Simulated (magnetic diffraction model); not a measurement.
**Magnetic neutron pattern of Pr3AgPbS7**

Space group P6_3 (no. 173), a = 10.4220 Å, c = 6.1070 Å.

| site | atom | x | y | z |
| --- | --- | --- | --- | --- |
| 2b | Pb | 1/3 | 2/3 | 0.3323 |
| 6c | Pr | 0.6395 | 0.7696 | 0.7436 |
| 2a | Ag | 0 | 0 | 0.7270 |
| 6c | S | 0.4777 | 0.8886 | 0.4891 |
| 6c | S | 0.8436 | 0.0905 | 0.7259 |
| 2b | S | 1/3 | 2/3 | 0.9520 |

This is a made-up structure (elements placed in a structure type, unrelaxed), so the numbers test the method and describe no known phase.

Only Pr is taken to order (form factors of Pr3+); orders and moment sizes are assumed, and not adapted to the symmetry. Radiation: neutrons of λ = 4.2 Å, 3° to 90°; isotropic B of 0.35 Å² (Pb), 0.34 Å² (Pr), 0.39 Å² (Ag) and 0.58 Å² (S). Simulated constant-wavelength pattern: nuclear and magnetic terms add, the magnetic one as |2.695 fm × Σ f S⊥ exp(2πi Q·r) exp(−B s²)|², summed over all Q at one angle with the factor 1/(sin²θ cos θ). For collinear order S is the moment m, which repeats by lattice and centring translations R with the sign exp(−2πi k·R). Free-ion form factors, Sears's scattering lengths of 1992, no absorption; a label names one of the reflections at its angle. The strongest nuclear line in the range is 100, and lines under 0.2 are left out.

Assume the order k = (0 0 0), collinear moments along [101], 1.8 μB on Pr; signs + at (0.6395, 0.7696, 0.7436), − at (0.3605, 0.2304, 0.2436), + at (0.7696, 0.1301, 0.2436), + at (0.1301, 0.3605, 0.7436), + at (0.2304, 0.8699, 0.7436), − at (0.8699, 0.6395, 0.2436).

Q: Where does magnetic intensity appear, and how strong is it?

```csv
2θ (°),index,nuclear,magnetic
26.91,(1 0 0),4.4,29.0
40.23,(0 0 1),0.0,19.8
47.53,(1 1 0),95.9,14.5
49.06,(1 0 1),50.2,19.4
55.46,(2 0 0),8.4,16.1
63.98,(1 1 1),13.6,17.9
70.70,(2 0 1),100.0,16.4
75.99,(2 1 0),8.7,9.2
86.90,(0 0 2),46.5,1.4
88.53,(3 0 0),27.4,5.6
89.68,(2 1 1),93.1,21.2
```

The strongest magnetic line in the range is (1 0 0) at 26.91° (29.0). On top of the Lorentz factor, which all lines share, magnetic lines fade with angle because f falls: for Pr3+ it is 0.97, 0.88, 0.76 and 0.50 at sin θ/λ = 0.1, 0.2, 0.3 and 0.5 Å⁻¹, while nuclear lengths stay constant. The net moment is 3.60 μB a primitive cell.

[Logs are printed without paths, hosts, clocks, repeated set-up lines and the standing remarks that a program may print on its own settings, such as how far it seeks lower states.]
